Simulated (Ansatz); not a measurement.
# BiN: relaxing a made-up structure

Starting from a made-up structure for BiN, the aim is the relaxed cell, its shortest contacts and, where a second run follows, its electronic structure.

Main program and level: Ansatz 0.2.0; DFT, PBEsol, plane-wave PAW, files of the set soft_1, scalar-relativistic, no spin, cell and ions relaxed at zero pressure; PAW set soft_1, in the first sound run; inputs show where later runs differ.

## 1. Set-up

The structure is trigonal, space group R-3m (No. 166). The conventional cell has a = 3.836 Å, b = 3.836 Å, c = 10.472 Å, α = 90.00°, β = 90.00°, γ = 120.00°. Bi has 6 N at 2.82 Å nearest. Nearest to N lie 6 Bi at 2.82 Å. Farther neighbours and most contacts between anions are not listed.

Structure file:

```cif
data_structure
_symmetry_space_group_name_H-M 'R-3m:H'
_symmetry_Int_Tables_number 166
_cell_length_a 3.8360
_cell_length_b 3.8360
_cell_length_c 10.4720
_cell_angle_alpha 90.000
_cell_angle_beta 90.000
_cell_angle_gamma 120.000
_cell_volume 133.45
loop_
_atom_site_label
_atom_site_type_symbol
_atom_site_symmetry_multiplicity
_atom_site_Wyckoff_symbol
_atom_site_fract_x
_atom_site_fract_y
_atom_site_fract_z
_atom_site_occupancy
Bi1 Bi 3 b 0.66667 0.33333 0.83333 1
N1 N 3 a 0.00000 0.00000 0.00000 1
```

## 2. Relaxing cell and atoms

The guess takes its coordinates from another compound and its volume from a rule, so the cell and any free coordinates are relaxed together.

Input file input.yaml:

```yaml
crystal:
  lattice:
    - [1.918, 1.107357816, 3.490666667]
    - [-1.918, 1.107357816, 3.490666667]
    - [0.0, -2.214715633, 3.490666667]
  atoms:
    - { symbol: Bi, position: [0.5, 0.5, 0.5] }
    - { symbol: "N", position: [0.0, 0.0, 0.0] }
kpoints:
  mp_grid: { grid: [8, 8, 8] }
scf:
  occupations: { method: fermi_dirac, width: 0.05 }
hamiltonian:
  xc: pbesol
  pseudopotentials: { kind: paw, azcp: { folder: soft_1 }, xc_functional: pbe }
relax:
  f_tol: 0.015
  max_steps: 70
  cell: {}
output:
  forces: true
  stress: true
```

The run is started by

```sh
> ansatz run input.yaml --threads 4 --pin off --max-ram 8192MiB --backend cpu --events-out ev --progress --plain --runs-dir out
```

Numbers of over 12 decimals in the logs are rounded to 6 here.

The log of the run:

```text
Engine: ansatz 0.2.0, aarch64-unknown-linux-gnu
Pseudopotentials: kind: paw
Pseudopotential: Bi, paw, valence charge 15, recommended cutoff 420 eV (normal), soft_1/Bi.paw.azcp
Pseudopotential: N, paw, valence charge 5, recommended cutoff 420 eV (normal), soft_1/N.paw.azcp
Functional definition: PBEsol
  exchange = pbesol_x
  correlation = pbesol_c
Crystal: 2 atoms, lattice volume = 44.483 Å³
Basis set: ecut = 420 eV, 875 PW (Γ), exchange–correlation on 60×60×60 points (8 copies of the dense FFT grid, shifted against one another)
Bands: 14, of which v1, the nominal top of the filled ones, is band 10 counted from 1 (9 counted from 0)
Symmetry: 12 space group operations
Space group: R-3m (ITA 166), of the structure as read, at distance tolerance 3.5e-5 Å
k-points: 65 of 512
Non-local potential: Bi, projectors of the file, l = 0: 2, l = 1: 2, l = 2: 2, l = 3: 1
Non-local potential: N, projectors of the file, l = 0: 2, l = 1: 2, l = 2: 1
PAW form: soft (Blöchl's): semilocal exchange-correlation on the pseudo side does not see the compensation charge
PAW frozen core: Bi, regenerated for the run's functional, and the local potential with it (the file was generated under x = pbe(κ = 0.804, μ = 0.219515), c = pbe(β = 0.066725))
PAW frozen core: N, regenerated for the run's functional, and the local potential with it (the file was generated under x = pbe(κ = 0.804, μ = 0.219515), c = pbe(β = 0.066725))
PAW one-centre angular grid: Bi, 590 points (default); XC on 64 Gauss nodes
PAW one-centre angular grid: N, 110 points (default); XC on 64 Gauss nodes
Initial density: superposition of atomic densities (chi_scale 0.1, normalization cell, long waves kept (reshape's long-wave potential 0.00 eV rms))
Initial wavefunctions: pseudopotential atomic-orbital guess
Functional: x = pbesol(κ = 0.804, μ = 0.123457), c = pbesol(β = 0.046)
SCF iter   1: F=—  HF=-12620.653836 eV  |F-HF|=—  |Δ(HF+E_count)|=         —  Δρ=3.41e-2  dr2=9.34e-1  ethr=3.10e-3  ⟨swp⟩=6.0  Hψ=5136  notcnv=0
preconditioner: auto → Kerker (q_TF=auto, 2.388 Å⁻¹)  [metal: Δε(μ)=0.044 eV  Ē_g=18.238 eV  σ=0.050 eV  W_gap=0.21  n_scr=14 (ndim 8)  ℏωp=24.9 eV  f_vac=0.000  D(μ)=0.32/eV (n_scr^D=0)]
SCF iter   2: F=—  HF=-12620.581306 eV  |F-HF|=—  |Δ(HF+E_count)|=   7.25e-2  Δρ=2.23e-2  dr2=4.23e-1  ethr=3.10e-3  ⟨swp⟩=1.0  Hψ=1430  notcnv=0
SCF iter   3: F=—  HF=-12620.515244 eV  |F-HF|=—  |Δ(HF+E_count)|=   6.61e-2  Δρ=2.06e-3  dr2=1.49e-3  ethr=2.12e-3  ⟨swp⟩=2.0  Hψ=1121  notcnv=0
SCF iter   4: F=—  HF=-12620.516435 eV  |F-HF|=—  |Δ(HF+E_count)|=   1.19e-3  Δρ=8.27e-4  dr2=2.82e-4  ethr=7.45e-6  ⟨swp⟩=2.4  Hψ=1382  notcnv=0
SCF iter   5: F=—  HF=-12620.516468 eV  |F-HF|=—  |Δ(HF+E_count)|=   3.23e-5  Δρ=1.70e-4  dr2=1.92e-5  ethr=1.41e-6  ⟨swp⟩=2.5  Hψ=1383  notcnv=0
SCF iter   6: F=—  HF=-12620.516461 eV  |F-HF|=—  |Δ(HF+E_count)|=   6.22e-6  Δρ=3.16e-5  dr2=6.06e-7  ethr=9.58e-8  ⟨swp⟩=2.0  Hψ=1167  notcnv=0
SCF iter   7: F=-12620.516462 eV  HF=-12620.516462 eV  |F-HF|=7.06e-9  |Δ(HF+E_count)|=   1.75e-7  Δρ=8.79e-6  dr2=6.61e-8  ethr=5.00e-10  ⟨swp⟩=4.2  Hψ=3107  notcnv=0
SCF 1 converged in 7 iterations: F = -12620.516462 eV  dr2 = 6.61e-8
  greatest PAW one-centre occupation: 0.989 electrons in one spin orbital (limit 2), on the Bi atom at site 0 (counted from 0), in its partial waves of l = 2
relax step   1: F+E_penalty+E_count = -12620.51646157 eV  Δ(F+E_penalty+E_count) = +0.000e0 eV  max|allowed force component| = 3.681e-30 eV/Å  Δτ_max = 0.0000 Å  P = -20.629 GPa  Ω = 44.483 Å³  (7 SCF iters, dr2 threshold 1.00e-7 eV, accepted)
Crystal: 2 atoms, lattice volume = 39.883 Å³
Basis set: ecut = 420 eV, 773 PW (Γ), exchange–correlation on 60×60×60 points (8 copies of the dense FFT grid, shifted against one another)
Initial density: handed on by an earlier stage of this run
Initial wavefunctions: those handed on with the density
iter 1 solved again at ethr=3.16e-4 eV; its pass at ethr=3.10e-3 eV (dr2=6.32e-2 eV) is discarded
SCF iter   1: F=—  HF=-12621.118914 eV  |F-HF|=—  |Δ(HF+E_count)|=         —  Δρ=1.04e-2  dr2=6.25e-2  ethr=3.16e-4  ⟨swp⟩=1.0  Hψ=6543  notcnv=0
preconditioner: auto → Kerker (q_TF=auto, 2.432 Å⁻¹)  [metal: Δε(μ)=0.201 eV  Ē_g=18.733 eV  σ=0.050 eV  W_gap=0.49  n_scr=14 (ndim 8)  ℏωp=26.3 eV  f_vac=0.000  D(μ)=0.32/eV (n_scr^D=0)]
SCF iter   2: F=—  HF=-12621.111867 eV  |F-HF|=—  |Δ(HF+E_count)|=   7.05e-3  Δρ=5.67e-3  dr2=2.04e-2  ethr=3.12e-4  ⟨swp⟩=1.6  Hψ=998  notcnv=0
preconditioner: auto → none  [insulator: Δε(μ)=0.208 eV  Ē_g=18.727 eV  σ=0.050 eV  W_gap=0.52  n_scr=14 (ndim 8)  ℏωp=26.3 eV  f_vac=0.000  D(μ)=0.33/eV (n_scr^D=0)  ε∞_Penn≈3.0]
SCF iter   3: F=—  HF=-12621.108743 eV  |F-HF|=—  |Δ(HF+E_count)|=   3.12e-3  Δρ=3.91e-4  dr2=4.41e-5  ethr=1.02e-4  ⟨swp⟩=2.0  Hψ=1155  notcnv=0
SCF iter   4: F=—  HF=-12621.108782 eV  |F-HF|=—  |Δ(HF+E_count)|=   3.95e-5  Δρ=1.25e-4  dr2=5.17e-6  ethr=2.21e-7  ⟨swp⟩=2.0  Hψ=1553  notcnv=0
iter 5 did not close the SCF: its close was put off for the readings that it lacked (scf_convergence_deferred on its scf_iter line)
SCF iter   5: F=-12621.108779 eV  HF=-12621.108779 eV  |F-HF|=1.22e-9  |Δ(HF+E_count)|=   2.62e-6  Δρ=1.65e-5  dr2=8.18e-8  ethr=2.59e-8  ⟨swp⟩=2.0  Hψ=1551  notcnv=0
SCF iter   6: F=-12621.108779 eV  HF=-12621.108779 eV  |F-HF|=1.64e-10  |Δ(HF+E_count)|=   3.18e-8  Δρ=1.62e-6  dr2=7.73e-10  ethr=4.09e-10  ⟨swp⟩=2.9  Hψ=2992  notcnv=0
SCF 2 converged in 6 iterations: F = -12621.108779 eV  dr2 = 7.73e-10
  greatest PAW one-centre occupation: 0.990 electrons in one spin orbital (limit 2), on the Bi atom at site 0 (counted from 0), in its partial waves of l = 2
relax step   2: F+E_penalty+E_count = -12621.10877941 eV  Δ(F+E_penalty+E_count) = -5.923e-1 eV  max|allowed force component| = 1.052e-30 eV/Å  Δτ_max = 0.0000 Å  P = -17.083 GPa  Ω = 39.883 Å³  energy of the carried Pulay correction = +3.945e-3 eV  (6 SCF iters, dr2 threshold 2.00e-7 eV, accepted)
Crystal: 2 atoms, lattice volume = 35.854 Å³
Basis set: ecut = 420 eV, 683 PW (Γ), exchange–correlation on 60×60×60 points (8 copies of the dense FFT grid, shifted against one another)
iter 1 solved again at ethr=3.17e-4 eV; its pass at ethr=3.10e-3 eV (dr2=6.34e-2 eV) is discarded
SCF iter   1: F=—  HF=-12621.510873 eV  |F-HF|=—  |Δ(HF+E_count)|=         —  Δρ=1.15e-2  dr2=6.28e-2  ethr=3.17e-4  ⟨swp⟩=1.0  Hψ=6563  notcnv=0
preconditioner: auto → Kerker (q_TF=auto, 2.475 Å⁻¹)  [metal: Δε(μ)=0.102 eV  Ē_g=19.214 eV  σ=0.050 eV  W_gap=0.45  n_scr=14 (ndim 8)  ℏωp=27.7 eV  f_vac=0.000  D(μ)=0.26/eV (n_scr^D=0)]
SCF iter   2: F=—  HF=-12621.502907 eV  |F-HF|=—  |Δ(HF+E_count)|=   7.97e-3  Δρ=6.22e-3  dr2=2.03e-2  ethr=3.14e-4  ⟨swp⟩=1.9  Hψ=1038  notcnv=0
SCF iter   3: F=—  HF=-12621.499389 eV  |F-HF|=—  |Δ(HF+E_count)|=   3.52e-3  Δρ=8.49e-4  dr2=2.35e-4  ethr=1.02e-4  ⟨swp⟩=2.0  Hψ=1201  notcnv=0
SCF iter   4: F=—  HF=-12621.499409 eV  |F-HF|=—  |Δ(HF+E_count)|=   2.03e-5  Δρ=1.51e-4  dr2=8.86e-6  ethr=1.17e-6  ⟨swp⟩=2.0  Hψ=1122  notcnv=0
SCF iter   5: F=—  HF=-12621.499415 eV  |F-HF|=—  |Δ(HF+E_count)|=   5.25e-6  Δρ=4.44e-5  dr2=7.61e-7  ethr=4.43e-8  ⟨swp⟩=2.6  Hψ=1523  notcnv=0
SCF iter   6: F=-12621.499415 eV  HF=-12621.499415 eV  |F-HF|=3.69e-8  |Δ(HF+E_count)|=   2.71e-7  Δρ=1.06e-5  dr2=6.41e-8  ethr=1.00e-9  ⟨swp⟩=4.0  Hψ=2904  notcnv=0
SCF 3 converged in 6 iterations: F = -12621.499415 eV  dr2 = 6.41e-8
relax step   3: F+E_penalty+E_count = -12621.49941479 eV  Δ(F+E_penalty+E_count) = -3.906e-1 eV  max|allowed force component| = 4.733e-30 eV/Å  Δτ_max = 0.0000 Å  P = -9.828 GPa  Ω = 35.854 Å³  energy of the carried Pulay correction = +7.770e-3 eV  (6 SCF iters, dr2 threshold 2.00e-7 eV, accepted)
[...]
relax step   4: F+E_penalty+E_count = -12621.63031553 eV  Δ(F+E_penalty+E_count) = -1.309e-1 eV  max|allowed force component| = 8.546e-30 eV/Å  Δτ_max = 0.0000 Å  P = -0.188 GPa  Ω = 32.936 Å³  energy of the carried Pulay correction = +1.077e-2 eV  (6 SCF iters, dr2 threshold 2.00e-7 eV, accepted)
[...]
relax step   5: F+E_penalty+E_count = -12621.63098206 eV  Δ(F+E_penalty+E_count) = -6.665e-4 eV  max|allowed force component| = 1.893e-29 eV/Å  Δτ_max = 0.0000 Å  P = -0.559 GPa  Ω = 33.027 Å³  energy of the carried Pulay correction = +1.063e-2 eV  (6 SCF iters, dr2 threshold 2.00e-7 eV, accepted)
[...]
relax step   6: F+E_penalty+E_count = -12621.63389718 eV  Δ(F+E_penalty+E_count) = -2.915e-3 eV  max|allowed force component| = 3.576e-29 eV/Å  Δτ_max = 0.0000 Å  P = -0.011 GPa  Ω = 32.898 Å³  energy of the carried Pulay correction = +1.079e-2 eV  (6 SCF iters, dr2 threshold 2.00e-7 eV, accepted)
[...]
relax step   7: F+E_penalty+E_count = -12621.63121424 eV  Δ(F+E_penalty+E_count) = +2.683e-3 eV  max|allowed force component| = 1.683e-29 eV/Å  Δτ_max = 0.0000 Å  P = -0.196 GPa  Ω = 32.898 Å³  stress off target by 2.25e-1 GPa  SCF on the basis re-selected at this cell (its energy is not comparable with the rows above)  (6 SCF iters)
[...]
relax step   8: F+E_penalty+E_count = -12621.63129663 eV  Δ(F+E_penalty+E_count) = -8.239e-5 eV  max|allowed force component| = 4.733e-30 eV/Å  Δτ_max = 0.0000 Å  P = +0.007 GPa  Ω = 32.849 Å³  energy of the carried Pulay correction = +4.968e-5 eV  (6 SCF iters, dr2 threshold 1.27e-7 eV, accepted)
iter 1 solved again at ethr=6.32e-8 eV; its pass at ethr=3.10e-3 eV (dr2=1.26e-5 eV) is discarded
SCF iter   1: F=—  HF=-12621.631203 eV  |F-HF|=—  |Δ(HF+E_count)|=         —  Δρ=1.04e-5  dr2=6.84e-9  ethr=6.32e-8  ⟨swp⟩=3.4  Hψ=8100  notcnv=0
preconditioner: auto → none  [insulator: Δε(μ)=0.496 eV  Ē_g=19.638 eV  σ=0.050 eV  W_gap=0.99  n_scr=14 (ndim 8)  ℏωp=29.0 eV  f_vac=0.000  D(μ)=0.03/eV (n_scr^D=0)  ε∞_Penn≈3.2]
SCF iter   2: F=—  HF=-12621.631190 eV  |F-HF|=—  |Δ(HF+E_count)|=   1.29e-5  Δρ=4.71e-6  dr2=8.15e-10  ethr=3.42e-11  ⟨swp⟩=2.5  Hψ=1585  notcnv=0
SCF iter   3: F=—  HF=-12621.631190 eV  |F-HF|=—  |Δ(HF+E_count)|=   2.46e-9  Δρ=8.69e-7  dr2=3.06e-11  ethr=4.07e-12  ⟨swp⟩=2.0  Hψ=1235  notcnv=0
iter 4 did not close the SCF: its close was put off for the readings that it lacked (scf_convergence_deferred on its scf_iter line)
SCF iter   4: F=-12621.631190 eV  HF=-12621.631190 eV  |F-HF|=3.64e-12  |Δ(HF+E_count)|=  1.09e-10  Δρ=4.98e-8  dr2=6.25e-13  ethr=1.00e-12  ⟨swp⟩=1.0  Hψ=910  notcnv=0
iter 5 did not close the SCF: its close was put off for the readings that it lacked (scf_convergence_deferred on its scf_iter line)
SCF iter   5: F=-12621.631190 eV  HF=-12621.631190 eV  |F-HF|=0.00e0  |Δ(HF+E_count)|=  1.82e-12  Δρ=8.58e-9  dr2=2.30e-14  ethr=1.00e-12  ⟨swp⟩=1.0  Hψ=910  notcnv=0
iter 6 did not close the SCF: its close was put off for the readings that it lacked (scf_convergence_deferred on its scf_iter line)
SCF iter   6: F=-12621.631190 eV  HF=-12621.631190 eV  |F-HF|=9.09e-12  |Δ(HF+E_count)|=  7.28e-12  Δρ=2.34e-9  dr2=1.26e-15  ethr=1.00e-12  ⟨swp⟩=1.0  Hψ=910  notcnv=0
iter 7 did not close the SCF: its close was put off for the readings that it lacked (scf_convergence_deferred on its scf_iter line)
SCF iter   7: F=-12621.631190 eV  HF=-12621.631190 eV  |F-HF|=0.00e0  |Δ(HF+E_count)|=  5.46e-12  Δρ=2.77e-10  dr2=1.01e-17  ethr=1.00e-12  ⟨swp⟩=1.0  Hψ=910  notcnv=0
SCF iter   8: F=-12621.631190 eV  HF=-12621.631190 eV  |F-HF|=3.64e-12  |Δ(HF+E_count)|=  3.64e-12  Δρ=6.98e-11  dr2=1.51e-18  ethr=1.00e-12  ⟨swp⟩=1.4  Hψ=2143  notcnv=0
SCF 9 converged in 8 iterations: F = -12621.631190 eV  dr2 = 1.51e-18
relax step   9: F+E_penalty+E_count = -12621.63119038 eV  Δ(F+E_penalty+E_count) = +1.062e-4 eV  max|allowed force component| = 3.944e-31 eV/Å  Δτ_max = 0.0000 Å  P = +0.005 GPa  Ω = 32.849 Å³  stress off target by 5.45e-3 GPa  SCF on the basis re-selected at this cell (its energy is not comparable with the rows above)  (8 SCF iters)
basis re-selected at this cell: Δ(F+E_penalty+E_count) = +1.062e-4 eV, ΔP = -0.003 GPa vs the last step (what re-selecting the basis moved, of the pressure what is left beyond the Pulay correction that the steps carried, after the strain that the cell walked since its last selection, with what the two solves' SCF thresholds leave and, on support functions, any second-order correction that the steps lacked; it is no m [...]
SCF converged after 8 iterations
Free energy (F): -12621.631190 eV
Harris-Foulkes:  -12621.631190 eV  (|F-HF|=3.64e-12)
Internal energy: -12621.630778 eV  (E = F + TS)
E sigma→0 (E₀):  -12621.630984 eV
Entropy (-TS):   -0.000413 eV (-0.206 meV/atom)
Fermi energy:    13.431007 eV
--- Per-component energies (eV) ---
  E_band       = -27.873160
  E_kinetic    = 376.415335
  E_local      = -1168.876298  (includes V_loc(G=0)·N_el)
  E_nonlocal   = 447.655737
  E_hartree    = 417.379605
  E_xc         = -210.422733
  E_vxc        = -207.072177  (∫ρ·V_xc dr)
  E_paw        = -10629.130089  (= ΣΔE_a)
  E_vpaw       = -310.755947  (= ΣTr[D̂ρ^β])
  E_aug_tail   = 0.000978  (compensation charges beyond the density's cutoff)
  E_ewald      = -1854.771208
  E_core_change = 0.117893  (= ΣΔE_core)
  E_smearing   = -0.000413  (= −TS)
  E_closure    = -0.000000  (closes the sum)
  Σ components = -12621.631190   (vs F -12621.631190, Δ=0.00e0)
--- Forces (eV/Å), atoms counted from 1 ---
  atom   1  Bi     0.00000000     0.00000000     0.00000000
  atom   2  N      0.00000000     0.00000000    -0.00000000
  max |Σ_I F_I| component: 7.89e-31 eV/Å
--- Stress (GPa, compression-positive) ---
        0.004054       0.000000      -0.000000
        0.000000       0.004054      -0.000000
       -0.000000      -0.000000       0.005454
  P = ⅓ Tr σ = 0.0045 GPa (0.045 kbar)
--- Relaxed structure (7 steps of the walk, 7 accepted, 2 SCFs on fresh bases) ---
  F+E_penalty+E_count = -12621.63119038 eV   max|allowed force component| = 3.944e-31 eV/Å   (the final SCF, on the basis selected at the relaxed cell)
  cell:  # Å, volume = 32.8492 Å³
    - [1.797429, 1.037746, 2.935156]
    - [-1.797429, 1.037746, 2.935156]
    - [0, -2.075492, 2.935156]
  atoms:
    - { symbol: Bi, position: [0.5, 0.5, 0.5] }
    - { symbol: N, position: [0, 0, 0] }
```

The job ended after 5.4 s (4 threads of Arm Neoverse V1, shared host; peak memory 0.35 GiB).

Step by step:

| step | energy less that of the first step (eV) | largest force component (eV/Å) | pressure (GPa) | volume (Å³) |
| --- | --- | --- | --- | --- |
| 1 | 0.0000 | 0.0000 | -20.63 | 44.48 |
| 2 | -0.5923 | 0.0000 | -17.08 | 39.88 |
| 3 | -0.9830 | 0.0000 | -9.83 | 35.85 |
| 4 | -1.1139 | 0.0000 | -0.19 | 32.94 |
| 5 | -1.1145 | 0.0000 | -0.56 | 33.03 |
| 6 | -1.1174 | 0.0000 | -0.01 | 32.90 |
| 7* | -1.1148 | 0.0000 | -0.20 | 32.90 |
| 8 | -1.1148 | 0.0000 | 0.01 | 32.85 |
| 9* | -1.1147 | 0.0000 | 0.00 | 32.85 |

Relaxation steps marked * repeat the geometry before them on a plane-wave basis chosen anew for their cell, so energy and pressure can jump there.

The run keeps the 12 symmetry operations that it works with, so distortions that break them were not tested.

| cell as run | before | after | change |
| --- | --- | --- | --- |
| a (Å) | 4.134 | 3.595 | -13.0 % |
| b (Å) | 4.134 | 3.595 | -13.0 % |
| c (Å) | 4.134 | 3.595 | -13.0 % |
| α (°) | 55.29 | 60.00 | +8.5 % |
| β (°) | 55.29 | 60.00 | +8.5 % |
| γ (°) | 55.29 | 60.00 | +8.5 % |
| volume (Å³/atom) | 22.24 | 16.42 | -26.2 % |

Final coordinates:

```xyz
2
Lattice="1.7974 1.0377 2.9352 -1.7974 1.0377 2.9352 0.0000 -2.0755 2.9352" Properties=species:S:1:pos:R:3 pbc="T T T"
Bi    0.0000    0.0000    4.4027
N     0.0000    0.0000    0.0000
```

This step gave:

| Item | Value |
| --- | --- |
| free energy | -12621.6312 eV |
| energy at zero smearing | -12621.6310 eV |
| Fermi energy | 13.43 eV |
| gap by band count | 0.4957 eV |
| electrons | 20 |
| symmetry operations | 12 |
| pressure | 0.004521 GPa |

The shortest distance of each pair, which need not be the same contact before and after:

| pair | guess (Å) | relaxed (Å) |
| --- | --- | --- |
| Bi–N | 2.820 | 2.542 |
| Bi–Bi | 3.836 | 3.595 |
| N–N | 3.836 | 3.595 |

The relaxation ends with a pressure of 0.00 GPa.

(Part 1 of 2 ends here.)

[Logs are printed without paths, hosts, clocks, repeated set-up lines and the standing remarks that a program may print on its own settings, such as how far it seeks lower states.]

[Hosts, paths, dates, database ids (printed as entryN), source tags and the programs' standing remarks are cut or masked in the printed files.]
